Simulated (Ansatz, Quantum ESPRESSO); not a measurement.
# The work function of Rh(100), 5 layers, one monolayer of Si on hollow sites, level by level, part 4 of 5

How much energy does it take to lift an electron out of Rh(100), 5 layers, one monolayer of Si on hollow sites, and how far do the settings matter?

Quantum ESPRESSO 7.5; plane-wave DFT, PBE, GBRV ultrasoft pseudopotentials; geometry and cross-check by Ansatz 0.2.0 with PAW datasets.

So far. Step 5 (Self-consistent run: rev-vdW-DF2, GBRV ultrasoft): The upper face goes from 5.467 eV (PBE, GBRV) to 5.634 eV, a change of +0.167 eV. Step 6 (Ground state: PBE, SG15 norm-conserving): The upper face goes from 5.467 eV (PBE, GBRV) to 5.460 eV, a change of -0.007 eV.

## Step 7: Ground state: vdW-DF-cx, GBRV ultrasoft

Level of this step: plane-wave DFT, vdW-DF-cx, GBRV ultrasoft pseudopotentials made under PBE (Quantum ESPRESSO 7.5). input_dft overrides the functional of the files.

gbrv-vdw-df-cx.in reads:

```
&control
  prefix = 'gbrv-vdw-df-cx'
  outdir = './out'
  pseudo_dir = './pseudo'
  calculation = 'scf'
  tprnfor = .true.
/
&system
  ibrav = 0
  nat = 6
  ntyp = 2
  ecutwfc = 40
  ecutrho = 200
  input_dft = 'vdw-df-cx'
  occupations = 'smearing'
  smearing = 'mv'
  degauss = 0.02
  assume_isolated = 'esm'
  esm_bc = 'bc1'
/
&electrons
  conv_thr = 1e-07
  mixing_beta = 0.4
  electron_maxstep = 120
  mixing_mode = 'local-TF'
/
ATOMIC_SPECIES
  Rh  102.9055  rh_pbe_v1.4.uspp.F.UPF
  Si  28.0850  si_pbe_v1.uspp.F.UPF
CELL_PARAMETERS angstrom
  2.68700576850000 0.00000000000000 0.00000000000000
  0.00000000000000 2.68700576850000 0.00000000000000
  0.00000000000000 0.00000000000000 26.60000000000000
ATOMIC_POSITIONS crystal
  Rh  0.000000000000 0.000000000000 -0.176922274541
  Rh  0.500000000000 0.500000000000 -0.105493703141
  Rh  0.000000000000 0.000000000000 -0.034065131741
  Rh  0.500000000000 0.500000000000 0.038180307261
  Rh  0.000000000000 0.000000000000 0.114298042397
  Si  0.500000000000 0.500000000000 0.176922274541
K_POINTS automatic
  10 10 1 0 0 0
```

On the command line:

```bash
$ OMP_NUM_THREADS=1 mpirun -n 4 pw.x -nk 4 -in gbrv-vdw-df-cx.in > gbrv-vdw-df-cx.out
```

What it wrote:

```text
[banner, memory and clock lines left out]
Program PWSCF v.7.5 starts
[citation notice left out]

[...]
Message from routine setup:
[...]
bravais-lattice index     =            0
     lattice parameter (alat)  =       5.0777  a.u.
     unit-cell volume          =    1296.0311 (a.u.)^3
     number of atoms/cell      =            6
     number of atomic types    =            2
     number of electrons       =        79.00
     number of Kohn-Sham states=           48
     kinetic-energy cutoff     =      40.0000  Ry
     charge density cutoff     =     200.0000  Ry
     scf convergence threshold =      1.0E-07
     mixing beta               =       0.4000
     number of iterations used =            8  local-TF  mixing
     Exchange-correlation= VDW-DF-CX
                           (   1   4  27   0   1   0   0)

     Effective Screening Medium Method
     Boundary Conditions: Vacuum-Slab-Vacuum
     total charge in unit cell        =   0.0000
     grid points for fit at edges     =        4

[...]
PseudoPot. # 1 for Rh read from file:
     ./pseudo/rh_pbe_v1.4.uspp.F.UPF
     Pseudo is Ultrasoft + core correction, Zval = 15.0
     Generated by new atomic code, or converted to UPF format
     Using radial grid of  969 points,  7 beta functions with:
                l(1) =   0
                l(2) =   0
                l(3) =   1
                l(4) =   1
                l(5) =   2
                l(6) =   2
                l(7) =   2
     Q(r) pseudized with  8 coefficients,  rinner =    1.200   1.200   1.200
                                                       1.200   1.200

     PseudoPot. # 2 for Si read from file:
     ./pseudo/si_pbe_v1.uspp.F.UPF
     Pseudo is Ultrasoft + core correction, Zval =  4.0
     Generated by new atomic code, or converted to UPF format
     Using radial grid of  899 points,  6 beta functions with:
                l(1) =   0
                l(2) =   0
                l(3) =   1
                l(4) =   1
                l(5) =   2
                l(6) =   2
     Q(r) pseudized with  8 coefficients,  rinner =    0.900   0.900   0.900
                                                       0.900   0.900

     atomic species   valence    mass     pseudopotential
     Rh               15.00   102.90550     Rh( 1.00)
     Si                4.00    28.08500     Si( 1.00)

      8 Sym. Ops. (no inversion) found

[...]
number of k points=    21  Marzari-Vanderbilt smearing, width (Ry)=  0.0200
[...]
Dense  grid:    62047 G-vectors     FFT dimensions: (  24,  24, 240)

     Smooth grid:    44311 G-vectors     FFT dimensions: (  24,  24, 216)

     Initial potential from superposition of free atoms

     starting charge      76.4988, renormalised to      79.0000

     negative rho (up, down):  2.829E-01 0.000E+00

     %%%%%%%%%%%%%%%%%%%%%%%%%%%%%%%%%%%%%%%%%%%%%%%%%%%%%%%%%%%%%%%%%%%%%%%%
     %                                                                      %
     % You are using vdW-DF, which was implemented by the Thonhauser group. %
     % possible and the two reviews that describe the various versions:     %
     %                                                                      %
     %                                                                      %
     % If you are calculating stress with vdW-DF, please also cite:         %
     %                                                                      %
     %                                                                      %
     %%%%%%%%%%%%%%%%%%%%%%%%%%%%%%%%%%%%%%%%%%%%%%%%%%%%%%%%%%%%%%%%%%%%%%%%

     %%%%%%%%%%%%%%%%%%%%%%%%%%%%%%%%%%%%%%%%%%%%%%%%%%%%%%%%%%%%%%%%%%%%%%%%
     %                                                                      %
     %  vdW-DF NEWS:                                                        %
     %                                                                      %
     %  * vdW-DF3 is now available. DOI: 10.1021/acs.jctc.0c00471           %
     %    use with input_dft = 'vdW-DF3-opt1' or 'vdW-DF3-opt2'             %
     %                                                                      %
     %  * Unscreened and range-separated hybrid vdW-DF-cx functionals       %
     %    DOI: 10.1063/1.4986522 and 10.1088/1361-648X/ac2ad2               %
     %    use with input_dft = 'vdW-DF-cx0'    and 'vdW-DF-ahcx'            %
     %  * Unscreened and range-separated hybrid vdW-DF2-b86r functionals    %
     %    DOI: 10.1063/1.4986522 and DOI: 10.1103/PhysRevX.12.041003        %
     %    use with input_dft = 'vdW-DF2-br0' and 'vdW-DF2-ahbr'             %
     %                                                                      %
     %%%%%%%%%%%%%%%%%%%%%%%%%%%%%%%%%%%%%%%%%%%%%%%%%%%%%%%%%%%%%%%%%%%%%%%%

     Starting wfcs are   64 randomized atomic wfcs

     per-process dynamical memory:    73.6 Mb

     Self-consistent Calculation

     iteration #  1     ecut=    40.00 Ry     beta= 0.40
     Davidson diagonalization with overlap
     ethr =  1.00E-02,  avg # of iterations =  4.3

     negative rho (up, down):  3.125E-01 0.000E+00

     total energy              =    -863.58802344 Ry
     estimated scf accuracy    <     308.48241555 Ry

     iteration #  2     ecut=    40.00 Ry     beta= 0.40
[...]
negative rho (up, down):  3.156E-01 0.000E+00

[...]
total energy              =    -864.64872230 Ry
     estimated scf accuracy    <      38.00768859 Ry

     iteration #  3     ecut=    40.00 Ry     beta= 0.40
[...]
negative rho (up, down):  3.138E-01 0.000E+00

[...]
total energy              =    -865.14205147 Ry
     estimated scf accuracy    <      12.63858871 Ry

     iteration #  4     ecut=    40.00 Ry     beta= 0.40
[...]
negative rho (up, down):  3.122E-01 0.000E+00

[...]
total energy              =    -864.97370793 Ry
     estimated scf accuracy    <       3.48658952 Ry

     iteration #  5     ecut=    40.00 Ry     beta= 0.40
[...]
negative rho (up, down):  3.124E-01 0.000E+00

[...]
total energy              =    -864.78041515 Ry
     estimated scf accuracy    <       2.89723250 Ry

     iteration #  6     ecut=    40.00 Ry     beta= 0.40
[...]
negative rho (up, down):  3.104E-01 0.000E+00

[...]
total energy              =    -864.84859738 Ry
     estimated scf accuracy    <       2.34519597 Ry

[...]
iteration # 43     ecut=    40.00 Ry     beta= 0.40
[...]
negative rho (up, down):  2.907E-01 0.000E+00

[...]
total energy              =    -865.20777190 Ry
     estimated scf accuracy    <       0.00000052 Ry

     iteration # 44     ecut=    40.00 Ry     beta= 0.40
[...]
negative rho (up, down):  2.907E-01 0.000E+00

[...]
total energy              =    -865.20776012 Ry
     estimated scf accuracy    <       0.00000011 Ry

     iteration # 45     ecut=    40.00 Ry     beta= 0.40
[...]
negative rho (up, down):  2.907E-01 0.000E+00

[...]
total energy              =    -865.20775228 Ry
     estimated scf accuracy    <       0.00000021 Ry

     iteration # 46     ecut=    40.00 Ry     beta= 0.40
[...]
negative rho (up, down):  2.907E-01 0.000E+00

[...]
End of self-consistent calculation

          k = 0.0000 0.0000 0.0000 (  5501 PWs)   bands (ev):

   -52.3125 -52.0494 -51.9475 -51.9475 -51.9398 -51.8143 -51.8143 -51.7593
   -51.7593 -51.6710 -51.6085 -51.6085 -51.2808 -51.2641 -51.2641 -16.6445
   -12.8330 -11.7241 -11.3862 -11.2111 -11.0939 -10.5968 -10.5305 -10.0094
    -9.2134  -8.6516  -8.1713  -8.1713  -7.5365  -7.5365  -7.3950  -7.1958
    -6.7169  -6.7169  -6.6361  -6.5855  -6.2003  -5.8491  -5.5854  -5.5854
    -5.5432  -5.0786  -5.0098  -4.8023  -4.6949  -4.6949  -3.1605  -1.1959

          k = 0.0000 0.1000 0.0000 (  5505 PWs)   bands (ev):

   -52.3023 -52.0713 -51.9790 -51.9402 -51.9292 -51.8535 -51.8125 -51.8037
   -51.7554 -51.6638 -51.6417 -51.6078 -51.3011 -51.2765 -51.2617 -16.4533
   -12.5862 -11.5203 -11.2134 -11.0268 -10.9035 -10.4530 -10.3431  -9.8629
    -9.1263  -8.5554  -8.2677  -8.1085  -7.9116  -7.7803  -7.5487  -7.0729
    -6.9197  -6.8862  -6.5818  -6.3392  -6.2733  -6.0552  -5.8949  -5.8820
    -5.4658  -5.3546  -5.2287  -4.9371  -4.6225  -3.9821  -2.1552  -0.9630

[...]
the Fermi energy is    -5.4124 ev

!    total energy              =    -865.20774305 Ry
     estimated scf accuracy    <          6.6E-09 Ry
     smearing contrib. (-TS)   =       0.00107105 Ry
     internal energy E=F+TS    =    -865.20881409 Ry

     The total energy is F=E-TS. E is the sum of the following terms:
     one-electron contribution =   19463.42631977 Ry
     hartree contribution      =   -9736.81254904 Ry
     xc contribution           =    -153.56183088 Ry
     ewald contribution        =  -10438.26075395 Ry

     convergence has been achieved in  46 iterations

     negative rho (up, down):  2.907E-01 0.000E+00

     Forces acting on atoms (cartesian axes, Ry/au):

     atom    1 type  1   force =     0.00000000    0.00000000    0.02401315
     atom    2 type  1   force =     0.00000000    0.00000000   -0.01694441
     atom    3 type  1   force =     0.00000000    0.00000000    0.00756003
     atom    4 type  1   force =     0.00000000    0.00000000    0.00009528
     atom    5 type  1   force =     0.00000000    0.00000000   -0.00929838
     atom    6 type  2   force =     0.00000000    0.00000000   -0.00528769

     Total force =     0.032177     Total SCF correction =     0.000656

[...]
```

Wall time 3.7 min (4 MPI ranks of Arm Neoverse V1, shared host); peak memory 0.83 GiB.

This step gave:

| Property | Result |
| --- | --- |
| free energy | -11771.7510 eV |
| Fermi energy | -5.412 eV |
| vacuum line at the lower end of the cell, over the Fermi level | 5.247 eV |
| vacuum line at the upper end of the cell, over the Fermi level | 5.578 eV |

The potential energy, planar mean oscillates, so the rows of the table below give means over windows of 1.89 Å about each position, cut where the curve ends. Its maxima inside the range that stand out by 2 % of the span (Å: eV): -3.8: -2.87, -1.9: -3.20, 0.1: -2.95, 2.0: -1.68, 3.9: -6.26. Its minima: -4.7: -15.5, -2.8: -15.9, -0.9: -15.9, 1.0: -15.8, 3.1: -16.1, 4.7: -14.9.

Electrostatic potential energy of an electron; zero at the Fermi level. Potential energy, planar mean against z; means over each step:

```tsv
z (Å)	potential energy, planar mean (eV)
-12.36	5.25
-10.46	5.25
-8.57	5.24
-6.68	4.51
-4.79	-8.90
-2.90	-9.80
-1.01	-9.86
0.88	-9.60
2.77	-9.67
4.66	-9.18
6.55	4.46
8.44	5.57
10.33	5.58
12.22	5.58
```

The upper face goes from 5.467 eV (PBE, GBRV) to 5.578 eV, a change of +0.111 eV.

## Step 8: Self-consistent run: no dipole correction

What happens without any correction? The same slab is run as a plain periodic cell.

Level of this step: plane-wave DFT, PBE, GBRV ultrasoft pseudopotentials (Quantum ESPRESSO 7.5).

nodip.in reads:

```
&control
  prefix = 'nodip'
  outdir = './out'
  pseudo_dir = './pseudo'
  calculation = 'scf'
  tprnfor = .true.
/
&system
  ibrav = 0
  nat = 6
  ntyp = 2
  ecutwfc = 40
  ecutrho = 200
  occupations = 'smearing'
  smearing = 'mv'
  degauss = 0.02
/
&electrons
  conv_thr = 1e-07
  mixing_beta = 0.4
  electron_maxstep = 120
  mixing_mode = 'local-TF'
/
ATOMIC_SPECIES
  Rh  102.9055  rh_pbe_v1.4.uspp.F.UPF
  Si  28.0850  si_pbe_v1.uspp.F.UPF
CELL_PARAMETERS angstrom
  2.68700576850000 0.00000000000000 0.00000000000000
  0.00000000000000 2.68700576850000 0.00000000000000
  0.00000000000000 0.00000000000000 26.60000000000000
ATOMIC_POSITIONS crystal
  Rh  0.000000000000 0.000000000000 0.312030075200
  Rh  0.500000000000 0.500000000000 0.383458646600
  Rh  0.000000000000 0.000000000000 0.454887218000
  Rh  0.500000000000 0.500000000000 0.527132657002
  Rh  0.000000000000 0.000000000000 0.603250392138
  Si  0.500000000000 0.500000000000 0.665874624282
K_POINTS automatic
  10 10 1 0 0 0
```

On the command line:

```bash
$ OMP_NUM_THREADS=1 mpirun -n 4 pw.x -nk 4 -in nodip.in > nodip.out
```

What it wrote:

```text
[banner, memory and clock lines left out]
Program PWSCF v.7.5 starts
[citation notice left out]

[...]
Message from routine setup:
[...]
bravais-lattice index     =            0
     lattice parameter (alat)  =       5.0777  a.u.
     unit-cell volume          =    1296.0311 (a.u.)^3
     number of atoms/cell      =            6
     number of atomic types    =            2
     number of electrons       =        79.00
     number of Kohn-Sham states=           48
     kinetic-energy cutoff     =      40.0000  Ry
     charge density cutoff     =     200.0000  Ry
     scf convergence threshold =      1.0E-07
     mixing beta               =       0.4000
     number of iterations used =            8  local-TF  mixing
     Exchange-correlation= SLA  PW   PBE  PBE
                           (   1   4   3   4   0   0   0)

[...]
PseudoPot. # 1 for Rh read from file:
     ./pseudo/rh_pbe_v1.4.uspp.F.UPF
     Pseudo is Ultrasoft + core correction, Zval = 15.0
     Generated by new atomic code, or converted to UPF format
     Using radial grid of  969 points,  7 beta functions with:
                l(1) =   0
                l(2) =   0
                l(3) =   1
                l(4) =   1
                l(5) =   2
                l(6) =   2
                l(7) =   2
     Q(r) pseudized with  8 coefficients,  rinner =    1.200   1.200   1.200
                                                       1.200   1.200

     PseudoPot. # 2 for Si read from file:
     ./pseudo/si_pbe_v1.uspp.F.UPF
     Pseudo is Ultrasoft + core correction, Zval =  4.0
     Generated by new atomic code, or converted to UPF format
     Using radial grid of  899 points,  6 beta functions with:
                l(1) =   0
                l(2) =   0
                l(3) =   1
                l(4) =   1
                l(5) =   2
                l(6) =   2
     Q(r) pseudized with  8 coefficients,  rinner =    0.900   0.900   0.900
                                                       0.900   0.900

     atomic species   valence    mass     pseudopotential
     Rh               15.00   102.90550     Rh( 1.00)
     Si                4.00    28.08500     Si( 1.00)

      8 Sym. Ops. (no inversion) found

[...]
number of k points=    21  Marzari-Vanderbilt smearing, width (Ry)=  0.0200
[...]
Dense  grid:    62047 G-vectors     FFT dimensions: (  24,  24, 240)

     Smooth grid:    44311 G-vectors     FFT dimensions: (  24,  24, 216)

     Initial potential from superposition of free atoms

     starting charge      76.4988, renormalised to      79.0000

     negative rho (up, down):  2.859E-01 0.000E+00
     Starting wfcs are   64 randomized atomic wfcs

     per-process dynamical memory:    73.7 Mb

     Self-consistent Calculation

     iteration #  1     ecut=    40.00 Ry     beta= 0.40
     Davidson diagonalization with overlap
     ethr =  1.00E-02,  avg # of iterations =  2.8

     negative rho (up, down):  2.927E-01 0.000E+00

     total energy              =    -865.16222702 Ry
     estimated scf accuracy    <     133.00649372 Ry

     iteration #  2     ecut=    40.00 Ry     beta= 0.40
[...]
negative rho (up, down):  3.051E-01 0.000E+00

[...]
total energy              =    -865.46888845 Ry
     estimated scf accuracy    <      13.92326939 Ry

     iteration #  3     ecut=    40.00 Ry     beta= 0.40
[...]
negative rho (up, down):  3.083E-01 0.000E+00

[...]
total energy              =    -865.54013215 Ry
     estimated scf accuracy    <       3.92092918 Ry

     iteration #  4     ecut=    40.00 Ry     beta= 0.40
[...]
negative rho (up, down):  3.170E-01 0.000E+00

[...]
total energy              =    -865.44904963 Ry
     estimated scf accuracy    <       2.49082742 Ry

     iteration #  5     ecut=    40.00 Ry     beta= 0.40
[...]
negative rho (up, down):  3.156E-01 0.000E+00

[...]
total energy              =    -865.51801995 Ry
     estimated scf accuracy    <       0.50874236 Ry

     iteration #  6     ecut=    40.00 Ry     beta= 0.40
[...]
negative rho (up, down):  3.131E-01 0.000E+00

[...]
total energy              =    -865.52018300 Ry
     estimated scf accuracy    <       0.02408245 Ry

[...]
iteration # 19     ecut=    40.00 Ry     beta= 0.40
[...]
negative rho (up, down):  2.952E-01 0.000E+00

[...]
total energy              =    -865.51762282 Ry
     estimated scf accuracy    <       0.00000386 Ry

     iteration # 20     ecut=    40.00 Ry     beta= 0.40
[...]
negative rho (up, down):  2.949E-01 0.000E+00

[...]
total energy              =    -865.51762078 Ry
     estimated scf accuracy    <       0.00000176 Ry

     iteration # 21     ecut=    40.00 Ry     beta= 0.40
[...]
negative rho (up, down):  2.949E-01 0.000E+00

[...]
total energy              =    -865.51762074 Ry
     estimated scf accuracy    <       0.00000035 Ry

     iteration # 22     ecut=    40.00 Ry     beta= 0.40
[...]
negative rho (up, down):  2.948E-01 0.000E+00

[...]
End of self-consistent calculation

          k = 0.0000 0.0000 0.0000 (  5501 PWs)   bands (ev):

   -41.5183 -41.2570 -41.1570 -41.1570 -41.1491 -41.0252 -41.0252 -40.9710
   -40.9710 -40.8818 -40.8201 -40.8201 -40.4870 -40.4708 -40.4708  -5.7918
    -1.9412  -0.8418  -0.5014  -0.3306  -0.2091   0.2884   0.3487   0.8741
     1.6681   2.2299   2.7101   2.7101   3.3413   3.3413   3.4822   3.6786
     4.1555   4.1555   4.2366   4.2865   4.6688   5.0178   5.2793   5.2793
     5.3213   5.7818   5.8695   6.0568   6.1632   6.1632   7.7335  10.1458

          k = 0.0000 0.1000 0.0000 (  5505 PWs)   bands (ev):

   -41.5082 -41.2789 -41.1878 -41.1498 -41.1385 -41.0639 -41.0234 -41.0149
   -40.9672 -40.8747 -40.8530 -40.8194 -40.5074 -40.4829 -40.4683  -5.6008
    -1.6948  -0.6377  -0.3289  -0.1467  -0.0200   0.4302   0.5369   1.0190
     1.7542   2.3253   2.6132   2.7726   2.9656   3.0986   3.3292   3.8001
     3.9546   3.9872   4.2893   4.5301   4.5964   4.8125   4.9726   4.9874
     5.4018   5.5076   5.6341   5.9224   6.2351   6.8949   8.7545  10.3626

[...]
the Fermi energy is     5.4515 ev

!    total energy              =    -865.51762078 Ry
     estimated scf accuracy    <       0.00000006 Ry
     smearing contrib. (-TS)   =       0.00105838 Ry
     internal energy E=F+TS    =    -865.51867915 Ry

     The total energy is F=E-TS. E is the sum of the following terms:
     one-electron contribution =   -9791.33777291 Ry
     hartree contribution      =    4922.14606611 Ry
     xc contribution           =    -154.00781952 Ry
     ewald contribution        =    4157.68084717 Ry

     convergence has been achieved in  22 iterations

     negative rho (up, down):  2.948E-01 0.000E+00

     Forces acting on atoms (cartesian axes, Ry/au):

     atom    1 type  1   force =     0.00000000    0.00000000    0.00927713
     atom    2 type  1   force =     0.00000000    0.00000000   -0.01804921
     atom    3 type  1   force =     0.00000000    0.00000000    0.00771736
     atom    4 type  1   force =     0.00000000    0.00000000    0.00147133
     atom    5 type  1   force =     0.00000000    0.00000000   -0.00124204
     atom    6 type  2   force =     0.00000000    0.00000000    0.00082543

     Total force =     0.021813     Total SCF correction =     0.001044

[...]
```

Elapsed: 84 s, on 4 MPI ranks; peak memory 0.7 GiB.

[end of part 4 of 5]

[Logs are printed without paths, hosts, clocks, repeated set-up lines and the standing remarks that a program may print on its own settings, such as how far it seeks lower states.]

[Hosts, paths, dates, database ids (printed as entryN), source tags and the programs' standing remarks are cut or masked in the printed files.]

[Maps of the electrostatic potential energy from Ansatz leave out the sawtooth potential of an applied field or a dipole correction, so their vacuum need not be flat; planar profiles and work functions include it.]
